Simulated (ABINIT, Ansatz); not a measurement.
# Quasiparticle gap of H6PbCBr3N (Pm) in ABINIT, part 2 of 3

Wanted: ground state, empty states, screening and self-energy for H6PbCBr3N (Pm).

ABINIT 10.8.3; PBEsol and many-body steps on it, plane waves. Known limits of the many-body steps: not at the basis limit; no spin-orbit coupling; coarse k mesh.

So far. Step 2 (Ground state): The gap is direct, at (0.500, 0.500, 0.500).

### Step 3. Bands along the symmetry lines

Level of this step: DFT, PBEsol, plane waves, norm-conserving pseudopotentials (ABINIT).

The cheap functional maps the bands first; the places of the edges decide which points the dearer methods must see.

Input file run.abi:

```
acell 3*1.0 Angstrom
rprim 
  6.038531000000 -0.000000000000 -0.000000000000
  -0.000000000000 6.059680000000 0.000000000000
  -0.007679000000 0.000000000000 6.128174000000
ntypat 5
znucl 1 82 6 35 7
natom 12
typat 1 1 1 1 1 1 2 3 4 4 4 5
xred 
  0.218258000000 0.862101000000 0.968190000000
  0.177786000000 0.000000000000 0.198636000000
  0.825095000000 0.851944000000 0.061619000000
  0.869341000000 0.000000000000 0.811715000000
  0.825095000000 0.148056000000 0.061619000000
  0.218258000000 0.137899000000 0.968190000000
  0.475266000000 0.500000000000 0.477994000000
  0.897311000000 0.000000000000 0.988520000000
  0.430028000000 0.500000000000 0.972748000000
  0.434852000000 0.000000000000 0.512708000000
  0.966538000000 0.500000000000 0.440736000000
  0.140606000000 0.000000000000 0.032465000000
pp_dirpath "pseudos"
pseudos "H.upf, Pb.upf, C.upf, Br.upf, N.upf"
ecut 37
iscf -2
irdden 1
kptopt 0
nkpt 31
kpt 
  0.00000000 0.00000000 0.00000000
  0.00000000 0.16666667 0.00000000
  0.00000000 0.33333333 0.00000000
  0.00000000 0.50000000 0.00000000
  0.00000000 0.50000000 0.16666667
  0.00000000 0.50000000 0.33333333
  0.00000000 0.50000000 0.50000000
  0.00000000 0.33333333 0.50000000
  0.00000000 0.16666667 0.50000000
  0.00000000 0.00000000 0.50000000
  0.00000000 0.00000000 0.33333333
  0.00000000 0.00000000 0.16666667
  0.00000000 0.00000000 0.00000000
  -0.16666667 0.00000000 0.16666667
  -0.33333333 0.00000000 0.33333333
  -0.50000000 0.00000000 0.50000000
  -0.50000000 0.16666667 0.50000000
  -0.50000000 0.33333333 0.50000000
  -0.50000000 0.50000000 0.50000000
  -0.33333333 0.50000000 0.33333333
  -0.16666667 0.50000000 0.16666667
  0.00000000 0.50000000 0.00000000
  -0.16666667 0.50000000 0.00000000
  -0.33333333 0.50000000 0.00000000
  -0.50000000 0.50000000 0.00000000
  -0.50000000 0.33333333 0.00000000
  -0.50000000 0.16666667 0.00000000
  -0.50000000 0.00000000 0.00000000
  -0.33333333 0.00000000 0.00000000
  -0.16666667 0.00000000 0.00000000
  0.00000000 0.00000000 0.00000000
istwfk *1
nband 51
nbdbuf 2
tolwfr 1e-08
nstep 40
prtwf 0
prtvol 0
indata_prefix "in"
outdata_prefix "out"
tmpdata_prefix "tmp"
```

Started as:

```bash
> OMP_NUM_THREADS=1 mpirun -n 4 abinit run.abi > log
```

Numbers of over 12 decimals in the logs are rounded to 6 here.

The program printed:

```text
.Version 10.8.3 of ABINIT. v10.8.2 released Aug 2026.

 Symmetries : space group Pm (#  6); Bravais mP (primitive monocl.)
[... echo of the input left out ...]
== DATASET  1 ==================================================================
-   mpi_nproc: 4, omp_nthreads: 1 (-1 if OMP is not activated)

--- !DatasetInfo
iteration_state: {dtset: 1, }
dimensions: {natom: 12, nkpt: 31, mband: 51, nsppol: 1, nspinor: 1, nspden: 1, mpw: 16306, }
cutoff_energies: {ecut:  37.0, pawecutdg:  -1.0, }
electrons: {nelect:   8.80000000E+01, charge:   0.00000000E+00, occopt:   1.00000000E+00, tsmear:   1.00000000E-02, }

 Real(R)+Recip(G) space primitive vectors, cartesian coordinates (Bohr,Bohr^-1):
 R(1)= 11.4111698  0.0000000  0.0000000  G(1)=  0.0876334  0.0000000  0.0001098
 R(2)=  0.0000000 11.4511356  0.0000000  G(2)=  0.0000000  0.0873276  0.0000000
 R(3)= -0.0145112  0.0000000 11.5805705  G(3)=  0.0000000  0.0000000  0.0863515
 Unit cell volume ucvol=  1.5132430E+03 bohr^3
 Angles (23,13,12)=  9.00000000E+01  9.00717953E+01  9.00000000E+01 degrees

 getcut: wavevector=  0.0000  0.0000  0.0000  ngfft=  64  64  64
         ecut(hartree)=     37.000   => boxcut(ratio)=   2.01829

--- Pseudopotential description ------------------------------------------------
- H Generated using ONCVPSP code by D. R. Hamann
-  1.00000   1.00000  180301                  znucl, zion, pspdat
12 -116133 1 -1 1180                          pspcod,pspxc,lmax,lloc,mmax
     nproj     2     1     0
  pspatm : epsatm=    0.35585368
         --- l  ekb(1:nproj) -->
             0   -1.674911   -0.523609
             1   -0.494138
 pspatm: atomic psp has been read  and splines computed

- Pb Generated using ONCVPSP code by D. R. Hamann
- 82.00000  22.00000  180301                  znucl, zion, pspdat
12 -116133 2 -1 1678                          pspcod,pspxc,lmax,lloc,mmax
     nproj     2     2     2
  pspatm : epsatm=   27.24616311
         --- l  ekb(1:nproj) -->
             0   16.718077    2.142855
             1    7.403376    1.248372
[...]
pspatm: atomic psp has been read  and splines computed

- C Generated using ONCVPSP code by D. R. Hamann
-  6.00000   4.00000  180301                  znucl, zion, pspdat
12 -116133 1 -1 1248                          pspcod,pspxc,lmax,lloc,mmax
     nproj     2     2     0
  pspatm : epsatm=    4.34909242
         --- l  ekb(1:nproj) -->
[...]
pspatm: atomic psp has been read  and splines computed

- Br Generated using ONCVPSP code by D. R. Hamann
- 35.00000  17.00000  180301                  znucl, zion, pspdat
12 -116133 2 -1 1098                          pspcod,pspxc,lmax,lloc,mmax
     nproj     2     2     2
  pspatm : epsatm=   31.49815384
         --- l  ekb(1:nproj) -->
[...]
pspatm: atomic psp has been read  and splines computed

- N Generated using ONCVPSP code by D. R. Hamann
[...]
-2.5111E-02 -2.4431E-02  1.6198E-01  2.0282E-01  2.0595E-01  2.2426E-01
[...]
--- !ResultsGS
iteration_state: {dtset: 1, }
comment   : Summary of ground state results
lattice_vectors:
- [ 11.4111698,  -0.0000000,  -0.0000000, ]
- [ -0.0000000,  11.4511356,   0.0000000, ]
- [ -0.0145112,   0.0000000,  11.5805705, ]
lattice_lengths: [  11.41117,   11.45114,   11.58058, ]
lattice_angles: [ 90.000,  90.072,  90.000, ] # degrees, (23, 13, 12)
lattice_volume:   1.5132430E+03
convergence: {deltae:  0.000E+00, res2:  0.000E+00, residm:  1.000E-08, diffor:  0.000E+00, }
etotal    :  -6.35458988E+02
entropy   :   0.00000000E+00
fermie    :   1.28454767E-02
cartesian_stress_tensor: null
pressure_GPa: null
xred      :
- [  2.1826E-01,   8.6210E-01,   9.6819E-01,  H]
- [  1.7779E-01,   0.0000E+00,   1.9864E-01,  H]
- [  8.2510E-01,   8.5194E-01,   6.1619E-02,  H]
- [  8.6934E-01,   0.0000E+00,   8.1172E-01,  H]
- [  8.2510E-01,   1.4806E-01,   6.1619E-02,  H]
- [  2.1826E-01,   1.3790E-01,   9.6819E-01,  H]
- [  4.7527E-01,   5.0000E-01,   4.7799E-01, Pb]
- [  8.9731E-01,   0.0000E+00,   9.8852E-01,  C]
- [  4.3003E-01,   5.0000E-01,   9.7275E-01, Br]
- [  4.3485E-01,   0.0000E+00,   5.1271E-01, Br]
- [  9.6654E-01,   5.0000E-01,   4.4074E-01, Br]
- [  1.4061E-01,   0.0000E+00,   3.2465E-02,  N]
cartesian_forces: null
force_length_stats: {min: null, max: null, mean: null, }

 Integrated electronic density in atomic spheres:
 ------------------------------------------------
 Atom  Sphere_radius  Integrated_density
[...]
================================================================================

 ----iterations are completed or convergence reached----

 Mean square residual over all n,k,spin=   53.884E-10; max=  99.997E-10
 reduced coordinates (array xred) for   12 atoms
[...]
cartesian coordinates (angstrom) at end:
    1      1.310523     5.224056     5.933237
    2      1.072041     0.000000     1.217276
    3      4.981889     5.162508     0.377612
[...]
11      5.833085     3.029840     2.700907
   12      0.848804     0.000000     0.198951
 length scales=  1.889726125908  1.889726125908  1.889726125908 bohr
              =  1.000000000000  1.000000000000  1.000000000000 angstroms
 prteigrs : about to open file out_EIG
 Eigenvalues (hartree) for nkpt=  31  k points:
 kpt#   1, nband= 51, wtk=  1.00000, kpt=  0.0000  0.0000  0.0000 (reduced coord)
[...]
kpt#   2, nband= 51, wtk=  1.00000, kpt=  0.0000  0.1667  0.0000 (reduced coord)
[...]
kpt#   3, nband= 51, wtk=  1.00000, kpt=  0.0000  0.3333  0.0000 (reduced coord)
[...]
kpt#  30, nband= 51, wtk=  1.00000, kpt= -0.1667  0.0000  0.0000 (reduced coord)
[...]
0.22505    0.23217    0.23890
 kpt#  31, nband= 51, wtk=  1.00000, kpt=  0.0000  0.0000  0.0000 (reduced coord)
[...]
-0.23322   -0.15617   -0.15548   -0.11020   -0.10942   -0.10440   -0.04532   -0.04251
  -0.04011   -0.03610   -0.02511   -0.02443    0.16198    0.20282    0.20595    0.22426
   0.22742    0.23433    0.23578

== END DATASET(S) ==============================================================
================================================================================

 -outvars: echo values of variables after computation  --------
            nband          51
             nkpt          31
          spgroup           6
 [... the other variables as echoed above ...]

 Calculation completed.
```

Wall time 2.5 min (4 MPI ranks of Arm Neoverse V2, shared host); peak memory 0.79 GiB; 10 min of CPU time.

This step gave:

- gap: 2.005 eV
- k of the valence top: -0.5, 0.5, 0.5
- k of the conduction bottom: -0.5, 0.5, 0.5
- least direct gap: 2.005 eV

The gap is 2.005 eV, as in the run before at this level.

Electronic bands along the path, in eV, zero at the top of the highest filled band:

| point | band 41 | band 42 | band 43 | band 44 | band 45 | band 46 | band 47 | band 48 |
| --- | --- | --- | --- | --- | --- | --- | --- | --- |
| Γ | -1.44 | -1.33 | -1.03 | -1.01 | 4.06 | 5.17 | 5.25 | 5.75 |
| Z | -1.32 | -1.24 | -1.06 | -0.98 | 2.83 | 4.89 | 5.41 | 5.48 |
| D | -1.35 | -1.25 | -1.18 | -0.59 | 2.41 | 2.46 | 5.14 | 5.68 |
| B | -1.35 | -1.28 | -1.04 | -0.99 | 2.75 | 5.10 | 5.22 | 5.45 |
| Γ | -1.44 | -1.33 | -1.03 | -1.01 | 4.06 | 5.17 | 5.25 | 5.75 |
| A | -1.49 | -1.21 | -0.81 | -0.39 | 2.38 | 2.55 | 4.80 | 5.27 |
| E | -1.25 | -0.81 | -0.81 | 0.00 | 2.00 | 2.02 | 2.23 | 5.29 |
| Z | -1.32 | -1.24 | -1.06 | -0.98 | 2.83 | 4.89 | 5.41 | 5.48 |
| C2 | -1.50 | -1.21 | -0.81 | -0.30 | 2.41 | 2.53 | 4.74 | 5.44 |
| Y2 | -1.39 | -1.18 | -1.15 | -0.71 | 2.86 | 4.31 | 4.98 | 5.06 |
| Γ | -1.44 | -1.33 | -1.03 | -1.01 | 4.06 | 5.17 | 5.25 | 5.75 |

### Step 4. Empty states on the mesh, 2×2×2 mesh, 337 bands

The sums over transitions need many empty states on a uniform mesh; this step solves for them.

Input file run.abi:

```
acell 3*1.0 Angstrom
rprim 
  6.038531000000 -0.000000000000 -0.000000000000
  -0.000000000000 6.059680000000 0.000000000000
  -0.007679000000 0.000000000000 6.128174000000
ntypat 5
znucl 1 82 6 35 7
natom 12
typat 1 1 1 1 1 1 2 3 4 4 4 5
xred 
  0.218258000000 0.862101000000 0.968190000000
  0.177786000000 0.000000000000 0.198636000000
  0.825095000000 0.851944000000 0.061619000000
  0.869341000000 0.000000000000 0.811715000000
  0.825095000000 0.148056000000 0.061619000000
  0.218258000000 0.137899000000 0.968190000000
  0.475266000000 0.500000000000 0.477994000000
  0.897311000000 0.000000000000 0.988520000000
  0.430028000000 0.500000000000 0.972748000000
  0.434852000000 0.000000000000 0.512708000000
  0.966538000000 0.500000000000 0.440736000000
  0.140606000000 0.000000000000 0.032465000000
pp_dirpath "pseudos"
pseudos "H.upf, Pb.upf, C.upf, Br.upf, N.upf"
ecut 37
ngkpt 2 2 2
nshiftk 1
shiftk 0 0 0
kptopt 1
chksymbreak 0
iscf -2
irdden 1
istwfk *1
nband 337
nbdbuf 30
tolwfr 1e-09
nstep 60
prtvol 0
indata_prefix "in"
outdata_prefix "out"
tmpdata_prefix "tmp"
```

The program printed:

```text
.Version 10.8.3 of ABINIT. v10.8.2 released Aug 2026.

 Symmetries : space group Pm (#  6); Bravais mP (primitive monocl.)
[... echo of the input left out ...]
== DATASET  1 ==================================================================
-   mpi_nproc: 4, omp_nthreads: 1 (-1 if OMP is not activated)

--- !DatasetInfo
iteration_state: {dtset: 1, }
dimensions: {natom: 12, nkpt: 8, mband: 337, nsppol: 1, nspinor: 1, nspden: 1, mpw: 16306, }
cutoff_energies: {ecut:  37.0, pawecutdg:  -1.0, }
electrons: {nelect:   8.80000000E+01, charge:   0.00000000E+00, occopt:   1.00000000E+00, tsmear:   1.00000000E-02, }

 Real(R)+Recip(G) space primitive vectors, cartesian coordinates (Bohr,Bohr^-1):
 R(1)= 11.4111698  0.0000000  0.0000000  G(1)=  0.0876334  0.0000000  0.0001098
 R(2)=  0.0000000 11.4511356  0.0000000  G(2)=  0.0000000  0.0873276  0.0000000
 R(3)= -0.0145112  0.0000000 11.5805705  G(3)=  0.0000000  0.0000000  0.0863515
 Unit cell volume ucvol=  1.5132430E+03 bohr^3
 Angles (23,13,12)=  9.00000000E+01  9.00717953E+01  9.00000000E+01 degrees

 getcut: wavevector=  0.0000  0.0000  0.0000  ngfft=  64  64  64
         ecut(hartree)=     37.000   => boxcut(ratio)=   2.01829

--- Pseudopotential description ------------------------------------------------
- H Generated using ONCVPSP code by D. R. Hamann
-  1.00000   1.00000  180301                  znucl, zion, pspdat
12 -116133 1 -1 1180                          pspcod,pspxc,lmax,lloc,mmax
     nproj     2     1     0
  pspatm : epsatm=    0.35585368
         --- l  ekb(1:nproj) -->
             0   -1.674911   -0.523609
             1   -0.494138
 pspatm: atomic psp has been read  and splines computed

- Pb Generated using ONCVPSP code by D. R. Hamann
- 82.00000  22.00000  180301                  znucl, zion, pspdat
12 -116133 2 -1 1678                          pspcod,pspxc,lmax,lloc,mmax
     nproj     2     2     2
  pspatm : epsatm=   27.24616311
         --- l  ekb(1:nproj) -->
             0   16.718077    2.142855
             1    7.403376    1.248372
[...]
pspatm: atomic psp has been read  and splines computed

- C Generated using ONCVPSP code by D. R. Hamann
-  6.00000   4.00000  180301                  znucl, zion, pspdat
12 -116133 1 -1 1248                          pspcod,pspxc,lmax,lloc,mmax
     nproj     2     2     0
  pspatm : epsatm=    4.34909242
         --- l  ekb(1:nproj) -->
[...]
pspatm: atomic psp has been read  and splines computed

- Br Generated using ONCVPSP code by D. R. Hamann
- 35.00000  17.00000  180301                  znucl, zion, pspdat
12 -116133 2 -1 1098                          pspcod,pspxc,lmax,lloc,mmax
     nproj     2     2     2
  pspatm : epsatm=   31.49815384
         --- l  ekb(1:nproj) -->
[...]
pspatm: atomic psp has been read  and splines computed

- N Generated using ONCVPSP code by D. R. Hamann
[...]
-2.1840E+00 -2.1836E+00 -2.1825E+00 -2.1817E+00 -2.1808E+00 -2.1807E+00
 -2.1781E+00 -2.1781E+00 -2.1722E+00 -2.1705E+00 -2.1704E+00 -2.1657E+00
[...]
2.3836E+00  2.3876E+00  2.3895E+00  2.3910E+00  2.3924E+00  2.3940E+00
  2.4052E+00  2.4065E+00  2.4141E+00  2.4184E+00  2.4217E+00  2.4272E+00
  2.4312E+00
 prteigrs : prtvol=0 or 1, do not print more k-points.

--- !ResultsGS
iteration_state: {dtset: 1, }
comment   : Summary of ground state results
lattice_vectors:
- [ 11.4111698,  -0.0000000,  -0.0000000, ]
- [ -0.0000000,  11.4511356,   0.0000000, ]
- [ -0.0145112,   0.0000000,  11.5805705, ]
lattice_lengths: [  11.41117,   11.45114,   11.58058, ]
lattice_angles: [ 90.000,  90.072,  90.000, ] # degrees, (23, 13, 12)
lattice_volume:   1.5132430E+03
convergence: {deltae:  0.000E+00, res2:  0.000E+00, residm:  9.992E-10, diffor:  0.000E+00, }
etotal    :  -6.35458988E+02
entropy   :   0.00000000E+00
fermie    :   1.28454767E-02
cartesian_stress_tensor: null
pressure_GPa: null
xred      :
- [  2.1826E-01,   8.6210E-01,   9.6819E-01,  H]
- [  1.7779E-01,   0.0000E+00,   1.9864E-01,  H]
- [  8.2510E-01,   8.5194E-01,   6.1619E-02,  H]
- [  8.6934E-01,   0.0000E+00,   8.1172E-01,  H]
- [  8.2510E-01,   1.4806E-01,   6.1619E-02,  H]
- [  2.1826E-01,   1.3790E-01,   9.6819E-01,  H]
- [  4.7527E-01,   5.0000E-01,   4.7799E-01, Pb]
- [  8.9731E-01,   0.0000E+00,   9.8852E-01,  C]
- [  4.3003E-01,   5.0000E-01,   9.7275E-01, Br]
- [  4.3485E-01,   0.0000E+00,   5.1271E-01, Br]
- [  9.6654E-01,   5.0000E-01,   4.4074E-01, Br]
- [  1.4061E-01,   0.0000E+00,   3.2465E-02,  N]
cartesian_forces: null
force_length_stats: {min: null, max: null, mean: null, }

 Integrated electronic density in atomic spheres:
 ------------------------------------------------
 Atom  Sphere_radius  Integrated_density
[...]
================================================================================

 ----iterations are completed or convergence reached----

 Mean square residual over all n,k,spin=   46.877E-11; max=  99.919E-11
 reduced coordinates (array xred) for   12 atoms
[...]
0.966538000000      0.500000000000      0.440736000000
       0.140606000000      0.000000000000      0.032465000000

 cartesian coordinates (angstrom) at end:
    1      1.310523     5.224056     5.933237
    2      1.072041     0.000000     1.217276
    3      4.981889     5.162508     0.377612
[...]
11      5.833085     3.029840     2.700907
   12      0.848804     0.000000     0.198951
 length scales=  1.889726125908  1.889726125908  1.889726125908 bohr
              =  1.000000000000  1.000000000000  1.000000000000 angstroms
 prteigrs : about to open file out_EIG
 Eigenvalues (hartree) for nkpt=   8  k points:
 kpt#   1, nband=337, wtk=  0.12500, kpt=  0.0000  0.0000  0.0000 (reduced coord)
[...]
2.36732    2.37062    2.37403    2.38098    2.38361    2.38759    2.38946    2.39103
   2.39245    2.39397    2.40521    2.40653    2.41409    2.41844    2.42166    2.42721
   2.43124
 prteigrs : prtvol=0 or 1, do not print more k-points.

== END DATASET(S) ==============================================================
================================================================================

 -outvars: echo values of variables after computation  --------
            nband         337
             nkpt           8
          spgroup           6
 [... the other variables as echoed above ...]

 Calculation completed.
```

Elapsed: 11 min, on 4 MPI ranks; peak memory 1.2 GiB; 46 min of CPU time.

Numbers from this step:

```
gap                                                           : 2.005 eV
k of the valence top                                          : 0.5, 0.5, 0.5
k of the conduction bottom                                    : 0.5, 0.5, 0.5
least direct gap                                              : 2.005 eV
k points computed                                             : 8
lowest point of the top converged band, above the valence top : 59.7951 eV
```

On this mesh the gap is 2.005 eV.

### Step 5. Screening, 2×2×2 mesh, 307 bands, screening to 149.7 eV

The RPA dielectric matrix is built and inverted for each q.

This step: RPA screening on PBEsol, plane waves, norm-conserving pseudopotentials.

run.abi, as its differences from that of step 4:

```diff
@@ -30,10 +30,11 @@
 chksymbreak 0
-iscf -2
-irdden 1
 istwfk *1
-nband 337
-nbdbuf 30
-tolwfr 1e-09
-nstep 60
-prtvol 0
+occopt 1
+irdwfk 1
+optdriver 3
+nband 307
+ecuteps 5.5
+inclvkb 2
+awtr 1
+symchi 1
 indata_prefix "in"
```

The program printed:

```text
.Version 10.8.3 of ABINIT. v10.8.2 released Aug 2026.

 Symmetries : space group Pm (#  6); Bravais mP (primitive monocl.)
[... echo of the input left out ...]
== DATASET  1 ==================================================================
-   mpi_nproc: 4, omp_nthreads: 1 (-1 if OMP is not activated)

--- !DatasetInfo
iteration_state: {dtset: 1, }
dimensions: {natom: 12, nkpt: 8, mband: 307, nsppol: 1, nspinor: 1, nspden: 1, mpw: 16306, }
cutoff_energies: {ecut:  37.0, pawecutdg:  -1.0, }
electrons: {nelect:   8.80000000E+01, charge:   0.00000000E+00, occopt:   1.00000000E+00, tsmear:   1.00000000E-02, }

 SCREENING: Calculation of the susceptibility and dielectric matrices

 Based on a program developped by R.W. Godby, V. Olevano, G. Onida, and L. Reining.
 Incorporated in ABINIT by V. Olevano, G.-M. Rignanese, and M. Torrent.
.Using double precision arithmetic ; gwpc =  8

[... cell and pseudopotentials left out ...]
--------------------------------------------------------------------------------

 ==== K-mesh for the wavefunctions ====
 Number of points in the irreducible wedge :     8
[... list of points left out ...]
 Together with  2 symmetry operations and time-reversal symmetry
 yields     8 points in the full Brillouin Zone.

 ==== Q-mesh for the screening function ====
 Number of points in the irreducible wedge :     8
[... list of points left out ...]
 Together with  2 symmetry operations and time-reversal symmetry
 yields     8 points in the full Brillouin Zone.

 setmesh: FFT mesh size selected  =    45x   45x   45
          total number of points  =        91125

 vcoul_init : cutoff-mode = AUXILIARY_FUNCTION
 q-points for optical limit:   1
     1)      0.000010    0.000020    0.000030

- screening: taking advantage of time-reversal symmetry
- Maximum band index for partially occupied states nbvw = 44
- Remaining bands to be divided among processors   nbcw = 263
- Number of bands treated by each node ~65

 Number of electrons calculated from density =   88.0000; Expected =   88.0000
 average of density, n =  0.058153
 r_s =    1.6012
 omega_plasma =   23.2618 [eV]

 calculating chi0 at frequencies [eV] :
  1    0.000000E+00    0.000000E+00
  2    0.000000E+00    2.326176E+01

--------------------------------------------------------------------------------
  q-point number  1        q = ( 0.000000, 0.000000, 0.000000) [r.l.u.]
--------------------------------------------------------------------------------
[... chi0 elements left out ...]
 For q-point:  0.000010 0.000020 0.000030
  dielectric constant =   6.4357
  dielectric constant without local fields =   7.3578

  Average fulfillment of the sum rule on Im[epsilon] for q-point    1 :     60.54  [%]
[... wings left out ...]
  q-point number  2        q = ( 0.500000, 0.000000, 0.000000) [r.l.u.]
--------------------------------------------------------------------------------
[... chi0 elements left out ...]
  Average fulfillment of the sum rule on Im[epsilon] for q-point    2 :     64.53  [%]

 [... 6 further q-points ...]
```

Wall time 13 min (4 MPI ranks); peak memory 6.8 GiB; 51 min of CPU time.

This step gave:

- ε∞ with local fields, on this mesh, along the program's q direction: 6.436
- the same without local fields: 7.358
- plasma frequency: 23.26 eV
- plane waves in the screening matrix: 933

Local fields lower ε∞ by 13 %. On a Γ-centred mesh this coarse the value itself is usually too large, while a short band sum pulls it down.

(Part 2 of 3 ends here.)

[Paths, hosts, dates, memory and timing lines, banners, echoed tables and standing remarks are left out of the program output.]

[Logs are printed without paths, hosts, clocks, repeated set-up lines and the standing remarks that a program may print on its own settings, such as how far it seeks lower states.]

[Runs of the session that timed out or met a known fault of the program may be left out.]

[Hosts, paths, dates, database ids (printed as entryN), source tags and the programs' standing remarks are cut or masked in the printed files.]

[G0W0 gaps are taken among the corrected bands and points alone; a level outside them can change the order at an edge.]

[Where Ansatz stands beside ABINIT at settings called matched, ABINIT's density can come from a denser mesh and the files from another edition; pairs whose starting gaps differed by over 0.03 eV were left out, so agreement reads better than it is.]
